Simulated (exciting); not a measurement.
The O K edge of atom 5 in BiBrO, space group P4/nmm, with 4 Bi at 2.32 Å (tetrahedral, site symmetry -4m2), was computed at 2 levels: exchange and screened direct term (singlet BSE) and independent particles. Common settings: exciting, all-electron LAPW+lo, LDA, 3×3×2 shifted k points, 42 conduction bands, |G+q| up to 3 bohr⁻¹, full RPA screening with nempty = 75, Lorentzian half width 0.45 eV.

Energy from the Kohn–Sham onset, core level to the lowest empty state found on the meshes used; all runs on one relative scale:

| E (eV) | run 1 | run 2 |
| --- | --- | --- |
| -3.0 | 0.02 | 0.01 |
| -2.5 | 0.03 | 0.01 |
| -2.0 | 0.04 | 0.02 |
| -1.5 | 0.06 | 0.02 |
| -1.0 | 0.09 | 0.02 |
| -0.5 | 0.16 | 0.03 |
| 0.0 | 0.33 | 0.05 |
| 0.5 | 0.75 | 0.08 |
| 1.0 | 1.15 | 0.14 |
| 1.5 | 0.82 | 0.25 |
| 2.0 | 0.55 | 0.43 |
| 2.5 | 0.38 | 0.63 |
| 3.0 | 0.28 | 0.73 |
| 3.5 | 0.18 | 0.65 |
| 4.0 | 0.11 | 0.53 |
| 4.5 | 0.08 | 0.27 |
| 5.0 | 0.09 | 0.14 |
| 5.5 | 0.14 | 0.11 |
| 6.0 | 0.22 | 0.12 |
| 6.5 | 0.16 | 0.21 |
| 7.0 | 0.12 | 0.21 |
| 7.5 | 0.10 | 0.16 |
| 8.0 | 0.11 | 0.13 |
| 8.5 | 0.12 | 0.12 |
| 9.0 | 0.15 | 0.12 |
| 9.5 | 0.19 | 0.14 |
| 10.0 | 0.18 | 0.19 |
| 10.5 | 0.16 | 0.20 |
| 11.0 | 0.15 | 0.18 |
| 11.5 | 0.13 | 0.18 |
| 12.0 | 0.15 | 0.14 |
| 12.5 | 0.15 | 0.17 |
| 13.0 | 0.14 | 0.16 |
| 13.5 | 0.17 | 0.15 |
| 14.0 | 0.21 | 0.18 |
| 14.5 | 0.20 | 0.22 |
| 15.0 | 0.17 | 0.26 |
| 15.5 | 0.15 | 0.23 |
| 16.0 | 0.13 | 0.21 |
| 16.5 | 0.11 | 0.18 |
| 17.0 | 0.11 | 0.16 |
| 17.5 | 0.11 | 0.15 |
| 18.0 | 0.12 | 0.16 |

The database entry behind the starting cell differs from later determinations by our own check (0.1 to 0.3 % short, probably kX units), so it need not match the best structure at ambient conditions.

**Question.** Which run is which, and why?

Run 1: exchange and screened direct term (singlet BSE); highest local maximum in the window at 1.0 eV. Run 2: independent particles; highest local maximum in the window at 3.0 eV. The attractive direct term pulls weight down: the curves pass 0.17 at -0.4 and 1.2 eV in the order of the runs. Fine structure above the first lines is partly noise of the 18-point mesh.

[Hosts, paths, dates, database ids (printed as entryN), source tags and the programs' standing remarks are cut or masked in the printed files.]
